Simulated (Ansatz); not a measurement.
## Tc of SnAs (Fm-3m) from its phonons

What Tc do the phonons of SnAs (Fm-3m) give, and how does it depend on μ*? The cell shown first is a relaxed one, from steps not shown here.

Program: Ansatz 0.2.0. Level of theory: DFT PBEsol, scalar-relativistic, plane waves, PseudoDojo norm-conserving pseudopotentials, in the first sound run; inputs show where later runs differ. Results are calculated unless marked as measured.

**Measured values to reproduce.**

“Electronic Band Structure and Superconducting Properties of SnAs” (2019, arxiv:1910.07426) reports for SnAs, by resistivity (Bridgman-grown crystal No. 1): superconducting transition temperature (resistive transition in zero field) 3.6 K.

Most raw output is cut from this account.

## 1. The cell after earlier relaxation steps

It takes space group Fm-3m (No. 225, cubic). The conventional cell has a = 5.713 Å, b = 5.713 Å, c = 5.713 Å, α = 90.00°, β = 90.00°, γ = 90.00°. Nearest to Sn lie 6 As at 2.86 Å. As has 6 Sn at 2.86 Å nearest. Farther neighbours are not listed.

## 2. Electron–phonon run: PseudoDojo files

The run that gives the couplings also evaluates McMillan's and Allen and Dynes's formulas and, where asked, the Eliashberg equations, over a range of μ*.

input.yaml reads:

```yaml
crystal:
  lattice:
    - [0.0, 2.8566523363, 2.8566523363]
    - [2.8566523363, 0.0, 2.8566523363]
    - [2.8566523363, 2.8566523363, 0.0]
  atoms:
    - { symbol: Sn, position: [0.0, 0.0, 0.0] }
    - { symbol: As, position: [0.5, 0.5, 0.5] }
kpoints:
  mp_grid: { grid: [6, 6, 6] }
hamiltonian:
  xc: pbesol
  pseudopotentials: { kind: nc, accuracy: standard }
scf:
  occupations: { method: methfessel_paxton, width: 0.2 }
output:
  eigenvalues: true
phonons:
  method: dfpt
  qmesh: [2, 2, 2]
  temperatures: { t_max: 1000, t_step: 50 }
  qpath:
    path:
      - [[0.0, 0.0, 0.0], [0.5, 0.0, 0.5], [0.625, 0.25, 0.625]]
      - [[0.375, 0.375, 0.75], [0.0, 0.0, 0.0], [0.5, 0.5, 0.5], [0.5, 0.25, 0.75], [0.5, 0.0, 0.5]]
    npoints: 10
  electrical_resistivity:
    mesh: [12, 12, 12]
    temperatures: [20.0, 50.0, 80.0, 100.0, 150.0, 200.0, 273.0, 300.0, 400.0, 500.0, 600.0, 800.0]
  superconductivity: { mesh: [12, 12, 12], eliashberg_equations: false }
```

Started as:

```bash
$ ansatz run input.yaml --threads 4 --pin off --max-ram 10240MiB --backend cpu --events-out ev --progress --plain --runs-dir out
```

Wall time 94 s (4 threads of Arm Neoverse V2, shared host); peak memory 1.9 GiB.

This step gave:

```yaml
volume_per_atom: 23.31 Å³
metallic_on_mesh: yes
gap_on_the_k_mesh: 0 eV
zero_point_energy: 0.03835 eV/cell
share_of_imaginary_modes_in_the_plain_interpolation_between_solved_wavevectors: 0
highest_frequency_solved_or_plainly_interpolated: 155.5 cm⁻¹
debye_temperature_second_moment: 197 K
resistivity_at_300_k: 8.414 μΩ cm
coupling_constant_lambda: 0.4757
density_of_states_at_the_fermi_level: 0.3326 states/eV a spin and cell
log_mean_phonon_energy_omega_log: 13.97 meV
transport_coupling_constant_lambda_tr: 0.5222, 0.5222, 0.5222 (xx, yy, zz)
drude_plasma_energy: 8.495, 8.495, 8.495 eV (xx, yy, zz)
resistivity_times_mean_free_path: 9.726, 9.726, 9.726 × 10⁻¹⁶ Ω m² (xx, yy, zz)
second_moment_phonon_energy_omega: 15.05 meV
coupling_lambda_by_branch: 0.0376, 0.0536, 0.0599, 0.124, 0.0989, 0.102 (branches by rank of frequency)
```

Transition temperatures:

```
  μ*  McMillan Tc (K)  Allen–Dynes Tc (K)
0.08             2.19                2.23
 0.1             1.61                1.64
0.12             1.12                1.14
0.13            0.917               0.932
0.14            0.736               0.748
0.16            0.445               0.452
 0.2            0.114               0.115
```

## 3. Coupling and resistivity: finite displacements

Finite displacements in a supercell are the other road to force constants and couplings; here with the base functional.

This step: DFT PBEsol, scalar-relativistic, plane waves, PAW (Ansatz 0.2.0).

Edit input.yaml of step 2 so:

```diff
@@ -2,5 +2,5 @@
   lattice:
-    - [0.0, 2.8566523363, 2.8566523363]
-    - [2.8566523363, 0.0, 2.8566523363]
-    - [2.8566523363, 2.8566523363, 0.0]
+    - [0.0, 2.857509013, 2.857509013]
+    - [2.857509013, 0.0, 2.857509013]
+    - [2.857509013, 2.857509013, 0.0]
   atoms:
@@ -12,3 +12,2 @@
   xc: pbesol
-  pseudopotentials: { kind: nc, accuracy: standard }
 scf:
@@ -18,4 +17,4 @@
 phonons:
-  method: dfpt
-  qmesh: [2, 2, 2]
+  method: fd
+  supercell: [2, 2, 2]
   temperatures: { t_max: 1000, t_step: 50 }
```

The job ended after 42 s (4 threads; peak memory 1.6 GiB).

This step gave:

* volume per atom: 23.33 Å³
* zero point energy: 0.03817 eV/cell
* highest frequency, solved or plainly interpolated: 155.4 cm⁻¹
* Debye temperature (second moment): 196 K
* resistivity at 300 K: 8.453 μΩ cm
* coupling constant λ: 0.4774
* density of states at the Fermi level: 0.3328 states/eV a spin and cell
* log mean phonon energy ħω_log: 13.98 meV
* transport coupling constant λ_tr: 0.5242, 0.5242, 0.5242 (xx, yy, zz)
* Drude plasma energy: 8.491, 8.491, 8.491 eV (xx, yy, zz)
* resistivity times mean free path: 9.732, 9.732, 9.732 × 10⁻¹⁶ Ω m² (xx, yy, zz)
* coupling λ by branch: 0.0374, 0.0537, 0.0605, 0.123, 0.1, 0.102 (branches by rank of frequency)

Transition temperatures:

```csv
μ*,McMillan Tc (K),Allen–Dynes Tc (K)
0.08,2.22,2.26
0.1,1.63,1.66
0.12,1.14,1.16
0.13,0.935,0.951
0.14,0.752,0.765
0.16,0.457,0.464
0.2,0.118,0.12
```

## 4. Resistivity: r2SCAN at its own relaxed cell

The functional sets the lattice constant, the bands and the force constants.

This step: DFT r2SCAN, scalar-relativistic, plane waves, PAW (Ansatz 0.2.0).

Edit input.yaml of step 3 so:

```diff
@@ -2,5 +2,5 @@
   lattice:
-    - [0.0, 2.857509013, 2.857509013]
-    - [2.857509013, 0.0, 2.857509013]
-    - [2.857509013, 2.857509013, 0.0]
+    - [0.0, 2.8752523955, 2.8752523955]
+    - [2.8752523955, 0.0, 2.8752523955]
+    - [2.8752523955, 2.8752523955, 0.0]
   atoms:
@@ -11,3 +11,3 @@
 hamiltonian:
-  xc: pbesol
+  xc: r2scan
 scf:
@@ -17,4 +17,4 @@
 phonons:
-  method: fd
-  supercell: [2, 2, 2]
+  method: dfpt
+  qmesh: [2, 2, 2]
   temperatures: { t_max: 1000, t_step: 50 }
```

The job ended after 1.7 min (4 threads; peak memory 2.6 GiB).

This step gave:

| Quantity | Value |
| --- | --- |
| volume per atom | 23.77 Å³ |
| zero point energy | 0.03698 eV/cell |
| highest frequency, solved or plainly interpolated | 158 cm⁻¹ |
| Debye temperature (second moment) | 189 K |
| resistivity at 300 K | 10.25 μΩ cm |
| coupling constant λ | 0.5551 |
| density of states at the Fermi level | 0.3259 states/eV a spin and cell |
| log mean phonon energy ħω_log | 13.85 meV |
| transport coupling constant λ_tr | 0.6304, 0.6304, 0.6304 (xx, yy, zz) |
| Drude plasma energy | 8.447, 8.447, 8.447 eV (xx, yy, zz) |
| resistivity times mean free path | 9.962, 9.962, 9.962 × 10⁻¹⁶ Ω m² (xx, yy, zz) |
| second-moment phonon energy ħω₂ | 14.68 meV |
| coupling λ by branch | 0.0305, 0.0505, 0.0876, 0.15, 0.116, 0.121 (branches by rank of frequency) |

Transition temperatures:

```
  μ*  McMillan Tc (K)  Allen–Dynes Tc (K)
0.08             3.61                 3.7
 0.1             2.87                2.93
0.12             2.21                2.25
0.13             1.91                1.95
0.14             1.63                1.66
0.16             1.15                1.17
 0.2            0.472               0.479
```

The Eliashberg function α²F has structure finer than the step of the table below, so its rows give means over 0.5 meV, whole bins alone (the curve runs from 0.076 to 19.3 meV). Peaks (meV: height): α²F 16.59: 0.869, 17.95: 1.59; α²F tr 16.59: 1.02, 17.95: 1.89.

Table of Eliashberg function α²F by phonon energy; means over each step:

| phonon energy (meV) | α²F | α²F tr |
| --- | --- | --- |
| 1.5 | 7.8e-5 | 1.7e-5 |
| 2.0 | 2.5e-4 | 1.1e-4 |
| 2.5 | 6.1e-4 | 2.4e-4 |
| 3.0 | 0.00183 | 8.4e-4 |
| 3.5 | 0.00249 | 0.00128 |
| 4.0 | 0.00333 | 0.00190 |
| 4.5 | 0.00476 | 0.00303 |
| 5.0 | 0.00635 | 0.00452 |
| 5.5 | 0.00777 | 0.00602 |
| 6.0 | 0.00976 | 0.00796 |
| 6.5 | 0.0187 | 0.0172 |
| 7.0 | 0.0318 | 0.0285 |
| 7.5 | 0.0437 | 0.0372 |
| 8.0 | 0.0512 | 0.0429 |
| 8.5 | 0.0656 | 0.0546 |
| 9.0 | 0.0942 | 0.0821 |
| 9.5 | 0.103 | 0.0955 |
| 10.0 | 0.119 | 0.115 |
| 10.5 | 0.174 | 0.181 |
| 11.0 | 0.220 | 0.243 |
| 11.5 | 0.225 | 0.250 |
| 12.0 | 0.231 | 0.257 |
| 12.5 | 0.219 | 0.248 |
| 13.0 | 0.228 | 0.258 |
| 13.5 | 0.289 | 0.329 |
| 14.0 | 0.346 | 0.414 |
| 14.5 | 0.432 | 0.546 |
| 15.0 | 0.432 | 0.537 |
| 15.5 | 0.471 | 0.576 |
| 16.0 | 0.572 | 0.696 |
| 16.5 | 0.820 | 0.970 |
| 17.0 | 0.737 | 0.861 |
| 17.5 | 0.573 | 0.679 |
| 18.0 | 1.13 | 1.33 |
| 18.5 | 0.262 | 0.291 |
| 19.0 | 0.0482 | 0.0538 |

The Eliashberg function α²F has structure finer than the step of the table below, so its rows give means over 0.5 meV, whole bins alone (the curve runs from 0.076 to 19.3 meV). Peaks (meV: height): α²F 16.59: 0.869, 17.95: 1.59; Sn 11.14: 0.138, 16.59: 0.170, 17.95: 0.229; As 16.89: 0.703, 17.95: 1.36.

The Eliashberg function α²F by phonon energy; means over each step:

```csv
phonon energy (meV),α²F,Sn,As
1.0,0,0,0
1.5,7.8e-5,4.7e-5,1.7e-5
2.0,2.5e-4,1.6e-4,1.1e-4
2.5,6.1e-4,3.5e-4,2.3e-4
3.0,0.00183,0.00111,6.9e-4
3.5,0.00249,0.00157,9.4e-4
4.0,0.00333,0.00209,0.00123
4.5,0.00476,0.00295,0.00184
5.0,0.00635,0.00387,0.00242
5.5,0.00777,0.00479,0.00300
6.0,0.00976,0.00608,0.00367
6.5,0.0187,0.0130,0.00570
7.0,0.0318,0.0231,0.00867
7.5,0.0437,0.0323,0.0114
8.0,0.0512,0.0380,0.0131
8.5,0.0656,0.0498,0.0158
9.0,0.0942,0.0737,0.0205
9.5,0.103,0.0809,0.0221
10.0,0.119,0.0868,0.0322
10.5,0.174,0.112,0.0625
11.0,0.220,0.133,0.0868
11.5,0.225,0.131,0.0937
12.0,0.231,0.132,0.0994
12.5,0.219,0.114,0.105
13.0,0.228,0.110,0.118
13.5,0.289,0.132,0.157
14.0,0.346,0.144,0.202
14.5,0.432,0.154,0.279
15.0,0.432,0.147,0.286
15.5,0.471,0.151,0.319
16.0,0.572,0.150,0.422
16.5,0.820,0.165,0.656
17.0,0.737,0.146,0.591
17.5,0.573,0.116,0.458
18.0,1.13,0.180,0.950
18.5,0.262,0.0703,0.192
19.0,0.0482,0.0219,0.0264
```

## 5. Results

```
meshes                        : q 2×2×2, k 6×6×6, scattering 12×12×12
coupling constant λ           : 0.555
log mean phonon energy ħω_log : 13.8 meV
Allen–Dynes Tc at μ* = 0.1    : 2.93 K
Allen–Dynes Tc at μ* = 0.13   : 1.95 K
```

**Reading.** In the last run (r2SCAN, q 2×2×2, k 6×6×6, scattering 12×12×12), with λ = 0.56 and ħω_log = 13.8 meV, Tc at μ* = 0.13 is 1.9 K by McMillan's formula and 1.9 K by Allen and Dynes's. Allen and Dynes's formula meets the measured 3.6 K at μ* near 0.08. Raising μ* from 0.10 to 0.16 lowers the Allen–Dynes value from 2.9 to 1.2 K. By the run's own test λ is not converged in the fine mesh: it moves by 6 % between the two finest, and by up to 16 % in the other runs. The run's transport test calls it not converged in the mesh; ρ(300 K) moves by 29 % in the component that moves most. λ of these runs moves by 6 to 16 % between their two finest meshes, and Tc by more, so small gaps between the runs or to the measured value rank nothing. These meshes are coarse. Over the runs, λ takes the values 0.476, 0.477 and 0.555, in the order shown. μ* is a typed number, phonons are harmonic, and spin fluctuations are left out; at μ* = 0.13 McMillan's formula turns 1 % in λ into about 4.2 % in Tc.

Calculation against experiment:

| quantity | measured | Allen–Dynes, PBEsol, q 2×2×2, fine 12×12×12, PseudoDojo files | Allen–Dynes, PBEsol, q 2×2×2, fine 12×12×12, displacements | Allen–Dynes, r2SCAN, q 2×2×2, fine 12×12×12 |
| --- | --- | --- | --- | --- |
| superconducting transition temperature (μ* = 0.13) (kelvin) | 3.6 | 0.93 (-74.1 %) | 0.95 (-73.6 %) | 1.95 (-45.8 %) |

Measured values from arxiv:1910.07426 (2019).

**Verdict.** For the superconducting transition temperature, of the levels listed nearest comes Allen–Dynes, r2SCAN, q 2×2×2, fine 12×12×12 (-45.8 %, a clear miss) and farthest Allen–Dynes, PBEsol, q 2×2×2, fine 12×12×12, PseudoDojo files (-74.1 %, a clear miss). Limits of convergence are named above.

[Logs are printed without paths, hosts, clocks, repeated set-up lines and the standing remarks that a program may print on its own settings, such as how far it seeks lower states.]

[Hosts, paths, dates, database ids (printed as entryN), source tags and the programs' standing remarks are cut or masked in the printed files.]
